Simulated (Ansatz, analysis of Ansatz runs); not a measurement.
# Cu on a Zn site in ZnO: charge-transition level against experiment, part 2 of 2

Aim: the charge-transition level of the Cu on a Zn site in ZnO, to be set beside the measurement. Set-up: PBE, 72-site cell, PBE lattice, 420 eV, k: the single point 1/4 1/4 1/4 then 2x2x2 shifted 0.5 0.5 0.5, relaxed to 0.1 eV/A. The model is a cell of 72 host atoms with 1 Zn taken out and 1 Cu put in. The level is the Fermi energy at which two charge states have equal formation energy, after a correction for the images of the charge.

Ansatz 0.2.0; PBE, 72-site cell, PBE lattice, 420 eV, k: the single point 1/4 1/4 1/4 then 2x2x2 shifted 0.5 0.5 0.5, relaxed to 0.1 eV/A.

So far: The starting structure; Relaxation, charge 0.

### 3. Relaxation, charge −1

Level of this step: plane-wave PAW DFT, PBE; relaxation of all atoms of a defect supercell (Ansatz).

relax1/input.yaml reads:

```yaml
relax:
  f_tol: 0.1
  max_steps: 80
  random_displacement: { amplitude: 0.05, seed: 666 }
crystal:
  lattice:
    - [9.83855992, 0.0, 0.0]
    - [-4.91927996, 8.52044282, 0.0]
    - [0.0, 0.0, 10.58650211]
  atoms:
    - { symbol: Zn, position: [0.111111111, 0.222222222, 0.249983552] }
    - { symbol: Zn, position: [0.222222222, 0.111111111, -1.6448e-05] }
[... 22 atom lines left out ...]
    - { symbol: Zn, position: [0.444444444, 0.222222222, 0.249983552] }
[... 2 atom lines left out ...]
    - { symbol: O, position: [0.444444444, 0.222222222, 0.439521448] }
    - { symbol: Zn, position: [0.444444444, 0.222222222, 0.749983552] }
[... 3 atom lines left out ...]
    - { symbol: Zn, position: [0.444444444, 0.555555556, 0.249983552] }
[... 2 atom lines left out ...]
    - { symbol: O, position: [0.444444444, 0.555555556, 0.439521448] }
    - { symbol: Zn, position: [0.444444444, 0.555555556, 0.749983552] }
    - { symbol: Cu, position: [0.555555556, 0.444444444, 0.499983552] }
    - { symbol: O, position: [0.555555556, 0.444444444, 0.689521448] }
[... 17 atom lines left out ...]
    - { symbol: Zn, position: [0.777777778, 0.555555556, 0.249983552] }
[... 2 atom lines left out ...]
    - { symbol: O, position: [0.777777778, 0.555555556, 0.439521448] }
    - { symbol: Zn, position: [0.777777778, 0.555555556, 0.749983552] }
    - { symbol: Zn, position: [0.888888889, 0.444444444, 0.499983552] }
[... 9 atom lines left out ...]
    - { symbol: O, position: [0.777777778, 0.888888889, 0.939521448] }
  host:
    repeats: [3, 3, 2]
    atoms:
      - { symbol: Zn, position: [0.333333333, 0.666666667, 0.499967103] }
      - { symbol: Zn, position: [0.666666667, 0.333333333, -3.2897e-05] }
      - { symbol: O, position: [0.666666667, 0.333333333, 0.379042897] }
      - { symbol: O, position: [0.333333333, 0.666666667, 0.879042897] }
total_charge: -1
basis:
  ecutwfc: 420
  xc_grid: 2
hamiltonian:
  xc: pbe
kpoints:
  mp_grid: { grid: [1, 1, 1], shift: [0.25, 0.25, 0.25] }
scf:
  occupations: { method: fermi_dirac, width: 0.01 }
  max_iter: 120
output:
  forces: true
  charged_corrections:
    epsilon: [5.21, 5.21, 5.27]
    static_epsilon: [10.56, 10.56, 11.59]
    defect_position: [0.555556, 0.444444, 0.499984]
checkpoint:
  write: "../relax1.run"
  compress: false
  write_wavefunctions: true
  write_every: 100000
```

Command:

```bash
> ansatz run input.yaml --threads 2 --pin off --max-ram 4710MiB --backend cpu --events-out ev --progress --plain --runs-dir out
```

Numbers of over 12 decimals in the logs are rounded to 6 here.

What it wrote:

```text
[...]
Crystal: 72 atoms, lattice volume = 887.455 Å³
Basis set: ecut = 420 eV, 17351 PW (Γ), exchange–correlation on 144×144×144 points (8 copies of the dense FFT grid, shifted against one another)
Bands: 400, of which v1, the nominal top of the filled ones, is band 328 counted from 1 (327 counted from 0)
Symmetry: 1 space group operations
k-points: 1
[...]
SCF iter   1: F=—  HF=-143221.661318 eV  |F-HF|=—  |Δ(HF+E_count)|=         —  Δρ=1.13e-2  dr2=1.16e0  ethr=1.77e-3  ⟨swp⟩=6.0  Hψ=1411  notcnv=0  defer=13
[...]
SCF iter  12: F=-143221.490620 eV  HF=-143221.490630 eV  |F-HF|=9.35e-6  |Δ(HF+E_count)|=   7.95e-6  Δρ=2.87e-5  dr2=9.77e-6  ethr=1.52e-8  ⟨swp⟩=2.0  Hψ=996  notcnv=0
SCF 1 converged in 12 iterations: F = -143221.490620 eV  dr2 = 9.77e-6
[...]
--- Relaxed structure (5 steps of the walk, 5 accepted, 0 SCFs on fresh bases) ---
  F+E_penalty+E_count = -143222.71508926 eV   max|allowed force component| = 9.840e-2 eV/Å
  atoms:
    - { symbol: Zn, position: [0.111512, 0.222740, 0.250402] }
    - { symbol: Zn, position: [0.222180, 0.110722, -0.000298] }
    [... 22 atoms left out ...]
    - { symbol: Zn, position: [0.444189, 0.223255, 0.249736] }
    [... 2 atoms left out ...]
    - { symbol: O, position: [0.434144, 0.204604, 0.435260] }
    - { symbol: Zn, position: [0.445048, 0.224539, 0.747892] }
    [... 3 atoms left out ...]
    - { symbol: Zn, position: [0.445640, 0.554397, 0.252905] }
    [... 2 atoms left out ...]
    - { symbol: O, position: [0.443521, 0.557439, 0.438536] }
    [... 1 atom left out ...]
    - { symbol: Cu, position: [0.565428, 0.426363, 0.488686] }
    - { symbol: O, position: [0.554587, 0.444357, 0.695217] }
    [... 17 atoms left out ...]
    - { symbol: Zn, position: [0.775931, 0.555477, 0.250586] }
    [... 2 atoms left out ...]
    - { symbol: O, position: [0.790904, 0.563907, 0.436167] }
    - { symbol: Zn, position: [0.774562, 0.554110, 0.747089] }
    [... 11 atoms left out ...]
[key lines of the parts left out:]
SCF converged after 6 iterations
Free energy (F): -143222.715089 eV
Fermi energy:    8.634628 eV
```

Elapsed: 4.4 min, on 2 threads of Arm Neoverse V1, shared host; peak memory 2.3 GiB; 8.6 min of CPU time.

The steps of the relaxation:

```csv
step,energy less that of the first step (eV),largest force component (eV/Å)
1,0.0000,0.8382
2,-0.6779,0.6150
3,-1.1769,0.4678
4,-1.2244,0.0967
5,-1.2245,0.0984
```

The atoms that moved most (Å, from the sites as typed, ahead of the random displacement, the mean shift of all atoms taken out):

```csv
atom,dx,dy,dz,length
Cu38,0.185,-0.151,-0.118,0.266
O28,-0.016,-0.147,-0.043,0.154
O60,0.087,0.074,-0.034,0.119
O39,-0.011,0.003,0.062,0.063
Zn14,0.041,0.012,-0.003,0.043
Zn34,-0.004,0.002,-0.041,0.041
Zn61,-0.026,-0.009,-0.029,0.040
O35,-0.002,0.000,-0.040,0.040
```

Neighbours of Cu38 at the end:

```csv
atom,distance (Å)
O28,1.983
O60,2.015
O39,2.200
O36,2.220
Zn30,3.059
Zn25,3.071
Zn62,3.089
Zn57,3.103
```

This step gave:

- free energy: -143222.7151 eV

### 4. Single point, charge 0

The relaxed structure is kept, and the final numbers are taken at the final level and k-points.

This step: plane-wave PAW DFT, PBE; single point of a defect supercell.

point0/input.yaml reads:

```yaml
crystal:
  lattice:
    - [9.83855992, 0.0, 0.0]
    - [-4.91927996, 8.52044282, 0.0]
    - [0.0, 0.0, 10.58650211]
  atoms:
    - { symbol: Zn, position: [0.110621084, 0.221508043, 0.249727338] }
    - { symbol: Zn, position: [0.222272103, 0.110402058, -0.000501681] }
[... 22 atom lines left out ...]
    - { symbol: Zn, position: [0.44397804, 0.221747705, 0.249608029] }
[... 2 atom lines left out ...]
    - { symbol: O, position: [0.44111112, 0.219516267, 0.43803452] }
    - { symbol: Zn, position: [0.443902055, 0.222756223, 0.749121996] }
[... 3 atom lines left out ...]
    - { symbol: Zn, position: [0.445523878, 0.553918048, 0.248234864] }
[... 2 atom lines left out ...]
    - { symbol: O, position: [0.446716271, 0.552457557, 0.439198836] }
    - { symbol: Zn, position: [0.444790333, 0.554909654, 0.750471616] }
    - { symbol: Cu, position: [0.554210354, 0.44500762, 0.49749809], spin: 1.0 }
    - { symbol: O, position: [0.555578975, 0.444361347, 0.69201189] }
[... 6 atom lines left out ...]
    - { symbol: Zn, position: [0.557031932, 0.776617364, 0.500320561] }
[... 10 atom lines left out ...]
    - { symbol: Zn, position: [0.77774816, 0.55552234, 0.249784259] }
[... 2 atom lines left out ...]
    - { symbol: O, position: [0.779896781, 0.558345566, 0.438339082] }
    - { symbol: Zn, position: [0.777072056, 0.555909604, 0.749274402] }
[... 10 atom lines left out ...]
    - { symbol: O, position: [0.777823538, 0.888611197, 0.939683935] }
  host:
    repeats: [3, 3, 2]
    atoms:
      - { symbol: Zn, position: [0.333333333, 0.666666667, 0.499967103] }
      - { symbol: Zn, position: [0.666666667, 0.333333333, -3.2897e-05] }
      - { symbol: O, position: [0.666666667, 0.333333333, 0.379042897] }
      - { symbol: O, position: [0.333333333, 0.666666667, 0.879042897] }
basis:
  ecutwfc: 420
  xc_grid: 2
hamiltonian:
  xc: pbe
kpoints:
  mp_grid: { grid: [2, 2, 2], shift: [0.5, 0.5, 0.5] }
magnetization:
  spin_polarized: true
  initial_magnetization: 1
  spin_locking: { lock_magnetization: hard }
scf:
  occupations: { method: fermi_dirac, width: 0.01 }
  max_iter: 120
output:
  forces: true
  charged_corrections:
    epsilon: [5.21, 5.21, 5.27]
    static_epsilon: [10.56, 10.56, 11.59]
    defect_position: [0.555556, 0.444444, 0.499984]
  eigenvalues: true
checkpoint:
  read: "../relax0.run"
  write: "../point0.run"
  compress: false
  write_wavefunctions: true
  write_every: 100000
```

What it wrote:

```text
[...]
Crystal: 72 atoms, lattice volume = 887.455 Å³
Basis set: ecut = 420 eV, 17351 PW (Γ), exchange–correlation on 144×144×144 points (8 copies of the dense FFT grid, shifted against one another)
Bands: 400, of which v1, the nominal top of the filled ones, is band 328 counted from 1 (327 counted from 0)
Symmetry: 1 space group operations
[...]
k-points: 4 of 8 (time reversal used)
[...]
Stability of the state it starts from, as read at its close in the collinear treatment: not read negative (Ritz values of 1 − χ₀K, real part plus size of imaginary part, from 0.55 to 0.73, by its mixing steps under no symmetry); [...]
Starting moments: Σ|m| = 1 μB on 1 of 72 sites; this step starts from the density that it was given
[...]
--- Forces (eV/Å), atoms counted from 1 ---
  atom   1  Zn     0.00422787     0.00360780     0.00608997
  atom   2  Zn    -0.00574550     0.00766140     0.00598850
  [... 25 atoms left out ...]
  atom  28  O      0.06385079     0.05775959    -0.00485275
  atom  29  Zn     0.01713938    -0.00016891     0.01385557
  [... 3 atoms left out ...]
  atom  33  Zn    -0.00982396     0.00792685     0.04678541
  [... 2 atoms left out ...]
  atom  36  O     -0.20134506     0.11569008    -0.06907321
  atom  37  Zn    -0.00057774    -0.00018065    -0.00273035
  atom  38  Cu     0.16267212    -0.09440229     0.11218320
  atom  39  O     -0.02611728     0.01351879    -0.01512614
  [... 17 atoms left out ...]
  atom  57  Zn     0.00045508    -0.00519416    -0.01713733
  [... 2 atoms left out ...]
  atom  60  O     -0.00774178    -0.08344267    -0.01409064
  atom  61  Zn     0.01272416    -0.01802277     0.00996413
  [... 11 atoms left out ...]
  max |Σ_I F_I| component: 9.67e-6 eV/Å
--- Band table (eV; the first three rows and the last of 8) ---
[...]
[... further k-points left out ...]
[key lines of the parts left out:]
SCF converged after 19 iterations
Magnetization: 1.0000 μB (328.0000 up, 327.0000 down)
Free energy (F): -143230.010092 eV
Fermi energy:    7.250276 (↑ 7.626514, ↓ 7.250276) eV
```

The job ended after 15 min (2 threads; peak memory 3.4 GiB).

Read from the output:

- free energy: -143230.0101 eV
- smearing term TS: 0.007162 eV
- total moment: 1 μB
- integral of the absolute spin density: 1.067 μB
- spin contamination: 0.002391

### 5. Single point, charge −1

This step: plane-wave PAW DFT, PBE; single point of a defect supercell.

point1/input.yaml reads:

```yaml
crystal:
  lattice:
    - [9.83855992, 0.0, 0.0]
    - [-4.91927996, 8.52044282, 0.0]
    - [0.0, 0.0, 10.58650211]
  atoms:
    - { symbol: Zn, position: [0.111512034, 0.222740459, 0.250401569] }
    - { symbol: Zn, position: [0.222180176, 0.110721572, -0.0002982] }
[... 11 atom lines left out ...]
    - { symbol: Zn, position: [0.227036867, 0.445485416, 0.499525363] }
[... 13 atom lines left out ...]
    - { symbol: O, position: [0.434143593, 0.204604296, 0.435260468] }
    - { symbol: Zn, position: [0.445048282, 0.224538599, 0.747891657] }
[... 3 atom lines left out ...]
    - { symbol: Zn, position: [0.445639547, 0.55439678, 0.252905021] }
[... 2 atom lines left out ...]
    - { symbol: O, position: [0.443521302, 0.557439315, 0.438536377] }
    - { symbol: Zn, position: [0.444911844, 0.554457647, 0.746498167] }
    - { symbol: Cu, position: [0.565428011, 0.426363395, 0.488686068] }
    - { symbol: O, position: [0.554586864, 0.444357062, 0.695217166] }
[... 6 atom lines left out ...]
    - { symbol: Zn, position: [0.555074643, 0.773717602, 0.499666172] }
[... 10 atom lines left out ...]
    - { symbol: Zn, position: [0.775930878, 0.555477429, 0.25058572] }
[... 2 atom lines left out ...]
    - { symbol: O, position: [0.79090432, 0.563907191, 0.436167436] }
    - { symbol: Zn, position: [0.7745624, 0.554109818, 0.747088724] }
[... 10 atom lines left out ...]
    - { symbol: O, position: [0.777656708, 0.889348444, 0.939834572] }
  host:
    repeats: [3, 3, 2]
    atoms:
      - { symbol: Zn, position: [0.333333333, 0.666666667, 0.499967103] }
      - { symbol: Zn, position: [0.666666667, 0.333333333, -3.2897e-05] }
      - { symbol: O, position: [0.666666667, 0.333333333, 0.379042897] }
      - { symbol: O, position: [0.333333333, 0.666666667, 0.879042897] }
total_charge: -1
basis:
  ecutwfc: 420
  xc_grid: 2
hamiltonian:
  xc: pbe
kpoints:
  mp_grid: { grid: [2, 2, 2], shift: [0.5, 0.5, 0.5] }
scf:
  occupations: { method: fermi_dirac, width: 0.01 }
  max_iter: 120
output:
  forces: true
  charged_corrections:
    epsilon: [5.21, 5.21, 5.27]
    static_epsilon: [10.56, 10.56, 11.59]
    defect_position: [0.555556, 0.444444, 0.499984]
  eigenvalues: true
checkpoint:
  read: "../relax1.run"
  write: "../point1.run"
  compress: false
  write_wavefunctions: true
  write_every: 100000
```

What it wrote:

```text
[...]
Crystal: 72 atoms, lattice volume = 887.455 Å³
Basis set: ecut = 420 eV, 17351 PW (Γ), exchange–correlation on 144×144×144 points (8 copies of the dense FFT grid, shifted against one another)
Bands: 400, of which v1, the nominal top of the filled ones, is band 328 counted from 1 (327 counted from 0)
Symmetry: 1 space group operations
[...]
k-points: 4 of 8 (time reversal used)
[...]
SCF iter  11: F=-143222.192857 eV  HF=-143222.192857 eV  |F-HF|=2.41e-8  |Δ(HF+E_count)|=   2.17e-8  Δρ=2.29e-6  dr2=4.36e-8  ethr=1.52e-11  ⟨swp⟩=9.0  Hψ=8276  notcnv=0
SCF 1 converged in 11 iterations: F = -143222.192857 eV  dr2 = 4.36e-8
[...]
SCF converged after 11 iterations
Free energy (F): -143222.192857 eV
[...]
Internal energy: -143222.192842 eV  (E = F + TS)
E sigma→0 (E₀):  -143222.192849 eV
Entropy (-TS):   -0.000014 eV (-0.000 meV/atom)
Fermi energy:    8.272952 eV
[...]
--- Forces (eV/Å), atoms counted from 1 ---
  atom   1  Zn    -0.01205948     0.01144368     0.00286922
  atom   2  Zn    -0.01007555     0.00787347    -0.02214004
  [... 11 atoms left out ...]
  atom  14  Zn     0.00049299     0.01824109     0.00853335
  [... 13 atoms left out ...]
  atom  28  O     -0.05677565     0.14894866     0.04787186
  atom  29  Zn     0.00718996    -0.00557582     0.03637106
  [... 3 atoms left out ...]
  atom  33  Zn    -0.01865371     0.01247978     0.01254770
  [... 2 atoms left out ...]
  atom  36  O      0.11302055    -0.08796823    -0.02006548
  atom  37  Zn    -0.00539681     0.01532496     0.04837679
  atom  38  Cu    -0.02555423     0.07575599     0.02373985
  atom  39  O      0.07810885    -0.03453170    -0.13437336
  [... 20 atoms left out ...]
  atom  60  O     -0.14787357    -0.05498772     0.06298660
  atom  61  Zn     0.00622441     0.01491626     0.06092404
  [... 11 atoms left out ...]
  max |Σ_I F_I| component: 1.39e-4 eV/Å
[...]
F Makov-Payne    = n/a  (the rows are of the electrons' constant alone; ansatz place-levels tells what screens the charge)
[...]
--- Band table (eV) ---
[...]
[... further k-points left out ...]
```

Elapsed: 4.8 min, on 2 threads; peak memory 3.5 GiB; 9.5 min of CPU time.

Read from the output:

```
free energy : -143222.1929 eV
```

### 6. Charge-transition levels

A charged cell feels its images and has its own zero of potential; this step corrects both and places the level between the host's band edges.

This step: place-levels on PBE runs: charge-transition levels with image-charge correction and potential alignment at the atomic sites.

levels.yaml reads:

```yaml
host:
  run: host.point.run
states: [point0.run, point1.run]
geometry_from:
  point0.run: relax0.run
  point1.run: relax1.run
  host.point.run: host.relax.run
```

Command:

```bash
> ansatz place-levels levels.yaml -- --threads 2 --pin off --max-ram 4710MiB
```

What it wrote:

```text
(0/-1) 0.744 eV above the valence edge (+1.247 eV without the band-filling correction), 0.000 eV under the conduction edge
  edges by pbe, gap 0.744 eV; the host is sampled to repeats of 19.68 Å
  the defect's cells are sampled to repeats of 19.68 Å, like sampling
  charge 0: +0.000 eV for its dipole among its images, +0.000 omitted
  states[0] (point0.run): levels filled in part (TS 0.007 eV): its energy is of no whole electron's
  charge -1: -143222.0553 eV with its correction of +0.138 eV, at epsilon [10.56, 10.56, 11.59], aligned at sites: +0.0585 eV, mean over 33 atomic sites at or beyond 4.92 Å from the defect at [0.5556, 0.4444, 0.5000], with -0.003728 for the charge's moments [...]
  of states[1] (point1.run): how wide its charge is, is not read beside other atoms or cores, and a band state would take no correction. [...]
```

Elapsed: 0.17 s, on 2 threads.

Read from the output:

```yaml
gap: 0.7441 eV
```

### 7. Outcome

This set-up is not sound: the carrier goes into a band, and the band-filling term draws the level to the band edge, so there is no figure to set beside the measurement.

[Logs are printed without paths, hosts, clocks, repeated set-up lines and the standing remarks that a program may print on its own settings, such as how far it seeks lower states.]

[Hosts, paths, dates, database ids (printed as entryN), source tags and the programs' standing remarks are cut or masked in the printed files.]

[For some hosts the program warned that the k-mesh of the response run may be too coarse for force constants and the static dielectric constant; such warnings are not shown here.]
